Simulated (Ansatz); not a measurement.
Planning a run of Ansatz 0.2.0 on ZnHOF (Pnma). The input:

```yaml
crystal:
  lattice:
    - [10.228, 0.0, 0.0]
    - [0.0, 3.1125, 0.0]
    - [0.0, 0.0, 4.7165]
  atoms:
    - { symbol: Zn, position: [0.1282184739, 0.75, 0.524912331] }
    - { symbol: Zn, position: [0.3717815261, 0.25, 0.024912331] }
    - { symbol: Zn, position: [0.6282184739, 0.75, 0.975087669] }
    - { symbol: Zn, position: [0.8717815261, 0.25, 0.475087669] }
    - { symbol: H, position: [0.9141167078, 0.75, 0.9037693427] }
    - { symbol: H, position: [0.5858832922, 0.25, 0.4037693427] }
    - { symbol: H, position: [0.4141167078, 0.75, 0.5962306573] }
    - { symbol: H, position: [0.0858832922, 0.25, 0.0962306573] }
    - { symbol: O, position: [0.4418459365, 0.75, 0.795157278] }
    - { symbol: O, position: [0.0581540635, 0.25, 0.295157278] }
    - { symbol: O, position: [0.9418459365, 0.75, 0.704842722] }
    - { symbol: O, position: [0.5581540635, 0.25, 0.204842722] }
    - { symbol: F, position: [0.1935687898, 0.25, 0.8019459431] }
    - { symbol: F, position: [0.3064312102, 0.75, 0.3019459431] }
    - { symbol: F, position: [0.6935687898, 0.25, 0.6980540569] }
    - { symbol: F, position: [0.8064312102, 0.75, 0.1980540569] }
kpoints:
  mp_grid: { grid: [2, 6, 4] }
hamiltonian:
  xc: pbe
  pseudopotentials: { kind: paw, azcp: { folder: soft_1 } }
scf:
  occupations: { method: fixed }
dielectric: {}
```

```sh
ansatz run input.yaml --threads 2 --pin off --max-ram 92160MiB --backend cuda --events-out ev --progress --plain --runs-dir out --devices 1 --max-vram 13GiB
```

Estimate wall time and host memory on 1 × NVIDIA H100 80GB HBM3 (shared by 6 runs) with 2 threads of AMD EPYC 7R13 (Zen 3), shared host.

It took 29 s; on shared hardware allow 15 s to 59 s. Peak host memory was 2.4 GiB.

[Paths, hosts, dates, memory and timing lines, banners, echoed tables and standing remarks are left out of the program output.]

[Logs are printed without paths, hosts, clocks, repeated set-up lines and the standing remarks that a program may print on its own settings, such as how far it seeks lower states.]

[Runs of the session that timed out or met a known fault of the program may be left out.]

[Cells called generated may have been cut or substituted from an entry of the Crystallography Open Database or the Materials Project.]

[Hosts, paths, dates, database ids (printed as entryN), source tags and the programs' standing remarks are cut or masked in the printed files.]
